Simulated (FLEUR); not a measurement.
# Calculated records

```
! title: Cr (Chromium): parallel and opposed starts
! method: PBE; all-electron FLAPW, Dirac cores, scalar-relativistic bands
! program: FLEUR MaX-R8.1
! settings of one run: kmax 3.6 1/bohr, gmax 10.8 1/bohr, muffin tin radii Cr: 2.3 bohr, lmax Cr: [8, 6], hist occupations, smearing width 0.05 eV, mixer Anderson, mixing 0.05, max iterations 90, stop 2.00e-5 me/bohr³, collinear spin, 8×16×16 k-mesh, mesh matched on, starting moments 2.5 -2.5 μB
! cost: 4 runs, 2.1 min in all on 4 MPI ranks of Arm Neoverse V2, shared host (the runs of this entry)
! notes: This is the lowest of 4 finished starts, no proof of the ground state.
! lowest state found: antiferromagnetic (initial antiferro q=(1/2,1/2,1/2) +-)
! largest site spin moment: 1.18 μB
! next finished state: non-magnetic, 19.7 meV a seeded atom higher
! energy gained by spin polarisation: 19.7 meV a seeded atom
CELL_PARAMETERS angstrom
-2.88390 2.88390 2.88390
0.00000 0.00000 2.88390
0.00000 2.88390 0.00000
ATOMIC_POSITIONS crystal
Cr 0.00000 0.00000 0.00000
Cr 0.50000 0.00000 0.00000
```

[Logs and program files are shortened in this print: banners, set-up blocks, solver, clock and traceback lines can be left out without a mark of their own.]

[Logs are printed without paths, hosts, clocks, repeated set-up lines and the standing remarks that a program may print on its own settings, such as how far it seeks lower states.]

[Hosts, paths, dates, database ids (printed as entryN), source tags and the programs' standing remarks are cut or masked in the printed files.]

[Where a cell is said to come from a database of computed structures, the database is the Materials Project.]
